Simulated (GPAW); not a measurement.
# C2 in line between two Mo chains: transmission at several levels, part 2 of 2

How well does C2 in line between two Mo chains conduct at low bias, and how far do basis and functional move the answer?

GPAW 26.7.0; GPAW LCAO, PAW setups; Landauer transmission from Green's functions with principal layers (ASE), zero bias.

So far, transmission at the Fermi level (one spin): step 2 (double-zeta polarised basis, PBE, GPAW) 2.06; step 3 (basis szp(dzp), PBE, GPAW) 2.06; step 4 (basis sz(dzp), PBE, GPAW) 2.04; step 5 (revPBE) 2.07.

## Step 8: Grid spacing 0.16, density threshold 0.01, SCF mesh 1×1×1

The real-space grid carries density and potential; a coarse one breaks translation symmetry along the lead and scatters electrons that should pass. The Hamiltonian is taken from the last density. The density threshold is one of the tests that end the cycle; the energy must settle too, so a loose value may not be the test that decides. The SCF mesh sets the Fermi level of the repeated cell.

This step: GPAW LCAO, PAW setups; Landauer transmission from Green's functions with principal layers (ASE), zero bias (GPAW 26.7.0).

Contents of run.py:

```python
import json
import numpy as np
from ase import Atoms
from ase.transport.calculators import TransportCalculator
from gpaw import GPAW, FermiDirac
from gpaw.lcao.tools import get_lcao_hamiltonian
from scipy.linalg import eigh

# The junction with lead layers at both ends, along the third cell vector
device = Atoms(
    ['Mo', 'Mo', 'Mo', 'Mo', 'Mo', 'Mo', 'Mo', 'C', 'C', 'Mo', 'Mo', 'Mo', 'Mo', 'Mo', 'Mo', 'Mo'],
    positions=[
        [4.50000, 4.50000, 1.12500],
        [4.50000, 4.50000, 3.37500],
        [4.50000, 4.50000, 5.62500],
        [4.50000, 4.50000, 7.87500],
        [4.50000, 4.50000, 10.12500],
        [4.50000, 4.50000, 12.37500],
        [4.50000, 4.50000, 14.62500],
        [4.50000, 4.50000, 16.35490],
        [4.50000, 4.50000, 17.59490],
        [4.50000, 4.50000, 19.32480],
        [4.50000, 4.50000, 21.57480],
        [4.50000, 4.50000, 23.82480],
        [4.50000, 4.50000, 26.07480],
        [4.50000, 4.50000, 28.32480],
        [4.50000, 4.50000, 30.57480],
        [4.50000, 4.50000, 32.82480]],
    cell=[[9.0, 0.0, 0.0], [0.0, 9.0, 0.0], [0.0, 0.0, 33.9498]],
    pbc=True)

# One principal layer of the lead: the first 5 atoms of the device
lead = Atoms(
    ['Mo', 'Mo', 'Mo', 'Mo', 'Mo'],
    positions=[
        [4.50000, 4.50000, 1.12500],
        [4.50000, 4.50000, 3.37500],
        [4.50000, 4.50000, 5.62500],
        [4.50000, 4.50000, 7.87500],
        [4.50000, 4.50000, 10.12500]],
    cell=[[9.0, 0.0, 0.0], [0.0, 9.0, 0.0], [0.0, 0.0, 11.25]],
    pbc=True)

settings = dict(mode='lcao', basis='dzp', xc='PBE', h=0.16,
                occupations=FermiDirac(0.1), maxiter=250,
                mixer=dict(beta=0.1, nmaxold=8, weight=100.0),
                convergence=dict(density=0.01))
energies = np.arange(-3, 3 + 1e-9, 0.075)
eta = 0.0001
n1, n2 = 1, 1
# k and -k transmit alike, so half of the mesh across the current serves
mesh = [(i, j) for i in range(n1) for j in range(n2) if (i, j) <= (-i % n1, -j % n2)]
weights = np.array([1 if (i, j) == (-i % n1, -j % n2) else 2 for i, j in mesh]) / (n1 * n2)

# [... helper functions left out ...]
fermi_lead = ground_state(lead, (1, 1, 10), 'lead.txt')
fermi_device = ground_state(device, (1, 1, 1), 'device.txt')
# [... loop over the mesh left out, but for ...]
        # Shift the lead onto the potential of the device's first layer
        shift = ((H[:, 0, 0] - H0[:, 0, 0]) / S0[0, 0]).real.mean()
# [...]
kT = 8.617333e-5 * 300
bias = [0.1, 0.2, 0.5, 1.0, 1.5, 2.0]
# [... integrals and printing left out ...]
```

Command:

```
$ OMP_NUM_THREADS=1 OPENBLAS_NUM_THREADS=1 python run.py
```

Run time: 5.7 min. Hardware: 1 thread of Arm Neoverse N1, shared host; peak memory 2.6 GiB.

The run finished with changed settings (h = 0.16, conv = 0.01 and scf_mesh = [1, 1, 1]); it serves as a test.

Side by side:

| quantity | this run | sound run | difference |
| --- | --- | --- | --- |
| conductance (G₀) | 2.0639 | 2.0645 | -5.8e-4 |
| largest coupling past the next principal layer (eV) | 2.800e-5 | 2.799e-5 | 8.9e-9 |
| largest misfit of the first principal layer (eV) | 0.067869 | 0.050230 | 0.0176 |
| shift that aligns the lead (eV) | -0.072052 | -0.014461 | -0.0576 |
| transmission at the Fermi level (one spin) | 2.0815 | 2.0645 | 0.0170 |

One result that differs is the shift that aligns the lead, -0.0721 eV against -0.0145 eV.

## Step 9: Another change of settings

A last run, with other settings again.

run.py: that of step 8 with these lines changed.

```diff
@@ -43,6 +43,6 @@
 
-settings = dict(mode='lcao', basis='dzp', xc='PBE', h=0.16,
-                occupations=FermiDirac(0.1), maxiter=250,
+settings = dict(mode='lcao', basis='dzp', xc='PBE', h=0.2,
+                occupations=FermiDirac(0.1), maxiter=100,
                 mixer=dict(beta=0.1, nmaxold=8, weight=100.0),
-                convergence=dict(density=0.01))
+                convergence=dict(density=0.0001))
 energies = np.arange(-3, 3 + 1e-9, 0.075)
@@ -55,4 +55,4 @@
 # [... helper functions left out ...]
-fermi_lead = ground_state(lead, (1, 1, 10), 'lead.txt')
-fermi_device = ground_state(device, (1, 1, 1), 'device.txt')
+fermi_lead = ground_state(lead, (1, 1, 1), 'lead.txt')
+fermi_device = ground_state(device, (1, 1, 3), 'device.txt')
 # [... loop over the mesh left out, but for ...]
```

Elapsed: 5.7 min, on 1 thread; peak memory 1.4 GiB.

The run finished. A setting was moved off its sound value on purpose, so it serves as a test and not as the result.

The fault put into the input: one k-point along the lead (lead_nz = 1).

The two runs compared:

| quantity | this run | sound run | difference |
| --- | --- | --- | --- |
| conductance (G₀) | 2.0627 | 2.0645 | -0.00173 |
| largest coupling past the next principal layer (eV) | 2.818e-5 | 2.799e-5 | 1.9e-7 |
| largest misfit of the first principal layer (eV) | 0.081351 | 0.050230 | 0.0311 |
| shift that aligns the lead (eV) | -0.11084 | -0.014461 | -0.0964 |
| transmission at the Fermi level (one spin) | 2.0627 | 2.0645 | -0.00173 |

One result that differs is the shift that aligns the lead, -0.111 eV against -0.0145 eV.

## Step 10: Summary of results

```json
{
 "conductance": "2.06 G₀",
 "transmission at the Fermi level, mean of the spins": "2.06",
 "thermopower": "about 0 (under 1.5 μV/K)"
}
```

**Reading.** In the dzp basis the junction conducts 2.06 G₀ at 300 K, with T = 2.06 a spin at the Fermi level; the sz basis reaches that conductance within 10 %. At the Fermi level the three most open eigenchannels pass 0.98, 0.98 and 0.10. Measured against the first run (dzp), the nearest curve is that of dzp-revPBE (r.m.s. 0.056) and the farthest that of sz (0.42). Over the compared runs wall time goes from 171 s (sz) to 403 s (dzp-revPBE), on a shared host. The geometry was built from estimated bond lengths and not relaxed, so the numbers describe this model structure. The run had no spin polarisation, so a magnetic state, which chains and small molecules with open shells often have, wasn't tested. An evenly spaced straight chain is an idealisation: free chains tend to dimerise, zigzag or, where a band edge lies near the Fermi level, turn magnetic. The currents use the zero-bias T(E) throughout, which holds only while the bias is small against the distance to the nearest feature. The energy step is wider than the thermal energy, so the conductance and thermopower rest on interpolation of T(E).

[Logs are printed without paths, hosts, clocks, repeated set-up lines and the standing remarks that a program may print on its own settings, such as how far it seeks lower states.]

[Hosts, paths, dates, database ids (printed as entryN), source tags and the programs' standing remarks are cut or masked in the printed files.]
